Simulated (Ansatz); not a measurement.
# Sc3InC (Pm-3m): from the cell to its phonons, part 2 of 3

Task: relax Sc3InC (Pm-3m), then find its harmonic phonons.

Ansatz 0.2.0; DFT PBEsol, scalar-relativistic, plane waves, PAW; PAW set soft_1.

So far. Step 3 (Tight relaxation): The forces vanish by symmetry and the pressure is 0.008 GPa, within the tolerances set. The cell now holds 18.25 Å³/atom. The relaxed cell has a = 4.502 Å (conventional setting).

## Step 4: Linear response at the zone centre

The zone centre comes first: it holds the modes that light can see, as far as symmetry allows. No field response is asked, since the mesh shows no gap.

input.yaml reads:

```yaml
crystal:
  lattice:
    - [4.5023707093, 0.0, 0.0]
    - [0.0, 4.5023707093, 0.0]
    - [0.0, 0.0, 4.5023707093]
  atoms:
    - { symbol: Sc, position: [0.5, 0.0, 0.5] }
    - { symbol: Sc, position: [0.0, 0.5, 0.5] }
    - { symbol: Sc, position: [0.5, 0.5, 0.0] }
    - { symbol: In, position: [0.0, 0.0, 0.0] }
    - { symbol: C, position: [0.5, 0.5, 0.5] }
kpoints:
  mp_grid: { grid: [8, 8, 8] }
hamiltonian:
  xc: pbesol
  pseudopotentials: { kind: paw, azcp: { folder: soft_1 }, xc_functional: pbe }
scf:
  occupations: { method: methfessel_paxton, width: 0.2 }
output:
  eigenvalues: true
phonons:
  method: dfpt
```

The run is started by

```sh
$ ansatz run input.yaml --threads 4 --pin off --max-ram 10240MiB --backend cpu --events-out ev --progress --plain --runs-dir out
```

Numbers of over 12 decimals in the logs are rounded to 6 here.

The log of the run:

```text
zone centre: on kpoints.mp_grid the ground state, and the responses unless they are solved on pairs of k-points, stand on 125 of the mesh's 512 k-points, reduced under 8 symmetry operations, with k and −k counted as one. Each operation leaves every solved displacement unchanged or reverses it
[...]
Crystal: 5 atoms, lattice volume = 91.269 Å³
Basis set: ecut = 420 eV, 1791 PW (Γ), exchange–correlation on 64×64×64 points (8 copies of the dense FFT grid, shifted against one another)
Bands: 30, of which v1, the nominal top of the filled ones, is band 25 counted from 1 (24 counted from 0)
Symmetry: 48 space group operations
k-points: 125 of 512 (irreducible under 8 space group operations)
[...]
SCF iter   1: F=—  HF=-12111.958390 eV  |F-HF|=—  |Δ(HF+E_count)|=         —  Δρ=6.48e-2  dr2=8.22e0  ethr=3.10e-3  ⟨swp⟩=4.5  Hψ=14607  notcnv=0
[...]
SCF iter  11: F=-12109.927289 eV  HF=-12109.927289 eV  |F-HF|=1.82e-12  |Δ(HF+E_count)|=  1.27e-11  S|Δr|=    0.00e0  Δρ=5.95e-8  dr2=3.43e-12  ethr=1.00e-12  ⟨swp⟩=7.6  Hψ=16167  notcnv=0
SCF 1 converged in 11 iterations: F = -12109.927289 eV  dr2 = 3.43e-12
[...]
DFPT response loops at Γ: preconditioner auto → Kerker (q_TF=auto, 2.468 Å⁻¹) (partly filled bands, converged f_vac=0.000); β = 1.00, the filter's whole step (`scf.mixing.beta` (0.50) is not read by the response loops under this deck's `scf.mixing.preconditioner`; to damp them name `kerker` or `kerker_dos`, under which they read `scf.mixing.beta`, and type it under 1.00, their step now; both keys bind the ground state too); Broyden in place of MSR1
SCF converged after 11 iterations
[...]
Free energy (F): -12109.927289 eV
[...]
Internal energy: -12109.935366 eV  (E = F + TS)
E sigma→0 (E₀):  -12109.929308 eV
Entropy (-TS):   0.008077 eV (1.615 meV/atom)
Fermi energy:    10.846431 eV
[...]
--- Band table (eV; the first three rows and the last of 125) ---
  k-point 0: bands = [... 21 lower, 9.8533, 10.5955, 10.5955, 10.9415, 10.9415, 10.9415, 13.4649, 13.4649, ... 1 higher]
  k-point 1: bands = [... 21 lower, 9.7940, 10.6193, 10.7117, 10.8621, 10.8621, 10.9804, 12.8413, 13.2819, ... 1 higher]
  k-point 2: bands = [... 21 lower, 9.6659, 10.0676, 10.6749, 10.6749, 11.0365, 11.0833, 12.4977, 13.3270, ... 1 higher]
  k-point 124: bands = [... 21 lower, 7.2702, 10.0050, 10.0050, 10.0050, 12.3894, 12.3894, 12.3894, 12.6537, ... 1 higher]
--- Phonons (Γ-DFPT): 4 representative perturbations + reference, on 125 of 512 k-points (Σ response iterations 13) ---
  k mesh reduced under 8 symmetry operations, with k and −k counted as one. Each operation leaves every solved displacement unchanged or reverses it
  ASR residual: 2.956e-5 → 0.000e0 eV/Å²; symmetrization residual: 2.477e-6 eV/Å²
  ASR residual per site (eV/Å²): 1.85e-5 1.85e-5 1.85e-5 4.90e-6 2.96e-5
  Γ frequencies (cm⁻¹): 0.00 0.00 0.00 140.40 140.40 140.40 191.69 191.69 191.69 277.00 277.00 277.00 448.28 448.28 448.28
  non-analytic LO–TO correction: not included (Born effective charges unavailable; polar crystals: no LO–TO splitting at Γ)
```

Elapsed: 53 s, on 4 threads of Arm Neoverse V1, shared host; peak memory 1.5 GiB; 3.3 min of CPU time.

The column dr2 measures how far the density is from self-consistency, as an energy; F and HF (Harris–Foulkes) agree once it is small.

Numbers from this step:

| Item | Value |
| --- | --- |
| sum-rule residual before enforcement | 2.96e-5 eV/Å² |
| point group | m-3m |
| highest optical mode at the zone centre (no LO-TO term) | 448.3 cm⁻¹ |
| lowest optical zone-centre mode | 140.4 cm⁻¹ |

Patterns of degenerate modes are one choice out of their space. The modes at Γ (shares of kinetic energy by element, %):

```csv
mode,frequency (cm⁻¹),symmetry,Sc %,In %,C %
1,0.0,acoustic,52,44,5
2,0.0,acoustic,52,44,5
3,0.0,acoustic,52,44,5
4,140.4,T1u,41,56,3
5,140.4,T1u,41,56,3
6,140.4,T1u,41,56,3
7,191.7,T2u,100,0,0
8,191.7,T2u,100,0,0
9,191.7,T2u,100,0,0
10,277.0,T1u,96,0,4
11,277.0,T1u,96,0,4
12,277.0,T1u,96,0,4
13,448.3,T1u,11,0,89
14,448.3,T1u,11,0,89
15,448.3,T1u,11,0,89
```

Displacements in mode 4 (140.4 cm⁻¹), the largest set to 1:
```
Sc1 -0.15 -0.90 -0.46
Sc2 -0.18 -0.74 -0.46
Sc3 -0.15 -0.74 -0.56
In4  0.20  1.00  0.63
C5  -0.14 -0.67 -0.42
```

Displacements in mode 10 (277.0 cm⁻¹), the largest set to 1:
```
Sc1  0.01 -0.39 -0.61
Sc2 -0.01  0.24 -0.61
Sc3  0.01  0.24  1.00
In4  0.00 -0.01  0.03
C5   0.00 -0.20  0.50
```

Before it was imposed, the acoustic sum rule was missed by 3.0e-5 eV/Å². Small misses are needed for a sound result but don't prove that mesh and cutoff are converged. The lowest optical mode is real, 140 cm⁻¹.

## Step 5: The dispersion

Stability and thermal properties need the whole zone. Linear response on a 4×4×4 q mesh gives force constants as far as a supercell of that size would.

input.yaml, as its differences from that of step 4:

```diff
@@ -22 +22,8 @@
   method: dfpt
+  qmesh: [4, 4, 4]
+  temperatures: { t_max: 1000, t_step: 50 }
+  qpath:
+    path:
+      - [[0.0, 0.0, 0.0], [0.0, 0.5, 0.0], [0.5, 0.5, 0.0], [0.0, 0.0, 0.0], [0.5, 0.5, 0.5], [0.0, 0.5, 0.0]]
+      - [[0.5, 0.5, 0.5], [0.5, 0.5, 0.0]]
+    npoints: 10
```

The log of the run:

```text
[...]
Crystal: 5 atoms, lattice volume = 91.269 Å³
Basis set: ecut = 420 eV, 1791 PW (Γ), exchange–correlation on 64×64×64 points (8 copies of the dense FFT grid, shifted against one another)
Bands: 30, of which v1, the nominal top of the filled ones, is band 25 counted from 1 (24 counted from 0)
Symmetry: 48 space group operations
k-points: 35 of 512
[...]
SCF iter   1: F=—  HF=-12111.958129 eV  |F-HF|=—  |Δ(HF+E_count)|=         —  Δρ=6.48e-2  dr2=8.22e0  ethr=3.10e-3  ⟨swp⟩=4.5  Hψ=4110  notcnv=0
[...]
SCF iter  11: F=-12109.927289 eV  HF=-12109.927289 eV  |F-HF|=1.82e-12  |Δ(HF+E_count)|=  1.27e-11  S|Δr|=    0.00e0  Δρ=7.20e-8  dr2=5.50e-12  ethr=1.00e-12  ⟨swp⟩=7.6  Hψ=4526  notcnv=0
SCF 1 converged in 11 iterations: F = -12109.927289 eV  dr2 = 5.50e-12
[...]
SCF iter   3: F=-12109.927289 eV  HF=-12109.927289 eV  |F-HF|=1.82e-12  |Δ(HF+E_count)|=  9.09e-12  S|Δr|=    0.00e0  Δρ=5.21e-8  dr2=1.44e-12  ethr=1.00e-12  ⟨swp⟩=1.0  Hψ=2241  notcnv=0
SCF 2 converged in 3 iterations: F = -12109.927289 eV  dr2 = 1.44e-12
phonons: the bands overlap, so this run is a metal and interpolates without the dipole-dipole term. If the crystal is really an insulator or semiconductor, its LO-TO splitting is missing
NSCF: frozen V_eff on 35 k-points
[...]
DFPT response loops at q = (0, 0, 0) (fractional): preconditioner auto → Kerker (q_TF=auto, 2.468 Å⁻¹) (partly filled bands, converged f_vac=0.000); β = 1.00, the filter's whole step (`scf.mixing.beta` (0.50) is not read by the response loops under this deck's `scf.mixing.preconditioner`; to damp them name `kerker` or `kerker_dos`, under which they read `scf.mixing.beta`, and type it under 1.00, their step now; both keys bind the ground state too); Broyden in place of MSR1
[...]
SCF converged after 11 iterations
[...]
Free energy (F): -12109.927289 eV
[...]
Internal energy: -12109.935366 eV  (E = F + TS)
E sigma→0 (E₀):  -12109.929308 eV
Entropy (-TS):   0.008077 eV (1.615 meV/atom)
Fermi energy:    10.846431 eV
[...]
--- Band table (eV; the first three rows and the last of 35) ---
  k-point 0: bands = [... 21 lower, 9.8533, 10.5955, 10.5955, 10.9415, 10.9415, 10.9415, 13.4649, 13.4649, ... 1 higher]
  k-point 1: bands = [... 21 lower, 9.7940, 10.6193, 10.7117, 10.8621, 10.8621, 10.9804, 12.8413, 13.2819, ... 1 higher]
  k-point 2: bands = [... 21 lower, 9.6659, 10.0676, 10.6749, 10.6749, 11.0365, 11.0833, 12.4977, 13.3270, ... 1 higher]
  k-point 34: bands = [... 21 lower, 7.2702, 10.0050, 10.0050, 10.0050, 12.3894, 12.3894, 12.3894, 12.6537, ... 1 higher]
--- Phonons (Γ-DFPT): 4 representative perturbations + reference (Σ response iterations 13) ---
  ASR residual: 5.998e-5 → 0.000e0 eV/Å²; symmetrization residual: 2.771e-6 eV/Å²
  ASR residual per site (eV/Å²): 2.45e-5 2.45e-5 2.45e-5 1.40e-6 6.00e-5
[...]
--- Phonons (arbitrary-q DFPT): 10 irreducible q on the 4×4×4 mesh ---
  q = [0.0000, 0.0000, 0.0000] (star 1, of the zone-centre solve; hermiticity 5.08e-7, symmetrization 5.31e-13): -0.00 -0.00 0.00 140.40 140.40 140.40 191.69 191.69 191.69 277.00 277.00 277.00 448.28 448.28 448.28
  q = [0.0000, 0.0000, 0.2500] (star 6, 9 solved perturbations in 1560 linear systems a pass and spin channel, the states on 200 of 512 k-point pairs; hermiticity 4.83e-7, symmetrization 6.23e-13): 71.19 71.19 96.16 144.39 144.39 177.92 185.77 192.87 192.87 267.35 267.35 290.48 458.35 458.35 536.83
[...]
q = [0.0000, 0.2500, -0.5000] (star 12, 15 solved perturbations on 200 of 512 k-point pairs; hermiticity 3.99e-7, symmetrization 9.44e-9): 102.66 105.82 110.63 141.26 161.82 176.66 188.27 195.11 241.63 243.79 261.89 328.73 462.06 501.58 549.12
[...]
sum rule: each row above includes the acoustic sum rule's correction from the zone centre's row sums; it moved no ω² by more than (1.17 cm⁻¹)²
  mesh force constants: q→R imaginary residual 4.51e-19; ASR residual 5.998e-5 → 0.000e0 eV/Å²; symmetrization residual 8.882e-15 eV/Å²
  interpolated dispersion: 62 rows × 15 modes
  density of states and harmonic sums: on the 16×16×16 q-mesh, interpolated from the force constants of a 4×4×4 supercell (no non-analytic term)
  largest difference from the sums on the solved wave vectors: F 1.21e-2 eV, S 1.61e-5 and C_V 3.98e-6 eV/K
  zero-point energy: 0.232254 eV/cell   skipped modes (ω ≤ 0): 3   left out of the sums: 4.88e-5 of the cell's modes: C_V's classical limit lies that fraction below 3 k_B per atom; for a crystal, a wire or a layer, F and S can be off by more, and a phonons.interpolated_qmesh denser along its periods is the remedy for the sampling
```

Elapsed: 22 min, on 4 threads; peak memory 3.5 GiB; 87 min of CPU time.

This step gave:

| Quantity | Value |
| --- | --- |
| sum-rule residual before enforcement | 6.00e-5 eV/Å² |
| lowest frequency on the path | 0 cm⁻¹ |
| highest frequency on the path or at a solved wavevector | 561.6 cm⁻¹ |
| mean frequency | 249.8 cm⁻¹ |
| Debye temperature (second moment) | 535 K |
| logarithmic mean frequency | 213.2 cm⁻¹ |
| lowest mode on the q mesh (acoustic modes at Γ apart) | 71.19 cm⁻¹ |
| zero-point energy per atom | 46.45 meV |
| heat capacity at 300 K | 21.66 J/(mol atoms K) |
| vibrational entropy at 300 K | 26.19 J/(mol atoms K) |
| edges of the widest gap between branches, on path and mesh | 379.6, 448.3 cm⁻¹ |

Frequencies (cm⁻¹) solved at each irreducible wavevector; negative means imaginary. Frequencies by wavevector, by row:

| q in reciprocal lattice units | star | mode 1 | mode 2 | mode 3 | mode 4 | mode 13 | mode 14 | mode 15 |
| --- | --- | --- | --- | --- | --- | --- | --- | --- |
| 0 0 0 | 1 | 0 | 0 | 0 | 140.4 | 448.3 | 448.3 | 448.3 |
| 0 0 0.25 | 6 | 71.2 | 71.2 | 96.2 | 144.4 | 458.4 | 458.4 | 536.8 |
| 0 0 -0.5 | 3 | 101.5 | 101.5 | 116.9 | 146.9 | 468.5 | 468.5 | 561.4 |
| 0 0.25 0.25 | 12 | 85.3 | 90.1 | 110.3 | 152.4 | 459.1 | 496.6 | 529.9 |
| 0 0.25 -0.5 | 12 | 102.7 | 105.8 | 110.6 | 141.3 | 462.1 | 501.6 | 549.1 |
| 0 -0.5 -0.5 | 3 | 103 | 107.3 | 107.3 | 110.4 | 458.2 | 535.6 | 535.6 |
| 0.25 0.25 0.25 | 8 | 96.4 | 96.4 | 114.3 | 147.7 | 497 | 497 | 526.3 |
| 0.25 0.25 -0.5 | 12 | 106.2 | 106.9 | 110.5 | 139.4 | 498.4 | 504.5 | 543.2 |
| 0.25 -0.5 -0.5 | 6 | 105.1 | 108.9 | 108.9 | 111.7 | 501.1 | 536.3 | 536.3 |
| -0.5 -0.5 -0.5 | 1 | 104.6 | 104.6 | 104.6 | 110.9 | 536.5 | 536.5 | 536.5 |

Interpolated from a 4×4×4 q mesh. Phonon branches along the path, in cm⁻¹:

```
    point  branch 1  branch 2  branch 3  branch 4  branch 12  branch 13  branch 14  branch 15
        Γ         0         0         0       140        277        448        448        448
  halfway        71        71        96       144        290        458        458        537
        X       102       102       117       147        308        468        468        561
  halfway       103       106       111       141        329        462        502        549
        M       103       107       107       110        355        458        536        536
  halfway        85        90       110       152        306        459        497        530
        Γ         0         0         0       140        277        448        448        448
  halfway        96        96       114       148        319        497        497        526
        R       105       105       105       111        380        536        536        536
  halfway       106       107       110       139        340        498        504        543
        X       102       102       117       147        308        468        468        561
jump to R       105       105       105       111        380        536        536        536
  halfway       105       109       109       112        361        501        536        536
        M       103       107       107       110        355        458        536        536
```

The phonon density of states has structure finer than the step of the table below, so its rows give means over 20 cm⁻¹, whole bins alone (the curve runs from 2.5 to 562 cm⁻¹). Peaks (cm⁻¹: height): 112.5: 0.168, 152.5: 0.0949, 192.5: 0.0627, 262.5: 0.129, 462.5: 0.0504, 537.5: 0.0727.

Tetrahedra on a 16×16×16 mesh, mean over bins of 5 cm-1. Interpolated from a 4×4×4 q mesh. The phonon density of states by wavenumber; means over each step:

| wavenumber (cm⁻¹) | phonon density of states (1/cm⁻¹/cell) |
| --- | --- |
| 20 | 3.3e-4 |
| 40 | 0.00171 |
| 60 | 0.00509 |
| 80 | 0.0161 |
| 100 | 0.0917 |
| 120 | 0.0549 |
| 140 | 0.0464 |
| 160 | 0.0610 |
| 180 | 0.0506 |
| 200 | 0.0515 |
| 220 | 0.0368 |
| 240 | 0.0424 |
| 260 | 0.0816 |
| 280 | 0.0127 |
| 300 | 0.0110 |
| 320 | 0.0150 |
| 340 | 0.0138 |
| 360 | 0.00656 |
| 380 | 7.1e-4 |
| 400 | 0 |
| 420 | 0 |
| 440 | 3.5e-4 |
| 460 | 0.0284 |
| 480 | 0.0295 |
| 500 | 0.0221 |
| 520 | 0.0230 |
| 540 | 0.0395 |

(Continued in part 3 of 3.)

[Logs are printed without paths, hosts, clocks, repeated set-up lines and the standing remarks that a program may print on its own settings, such as how far it seeks lower states.]

[Hosts, paths, dates, database ids (printed as entryN), source tags and the programs' standing remarks are cut or masked in the printed files.]
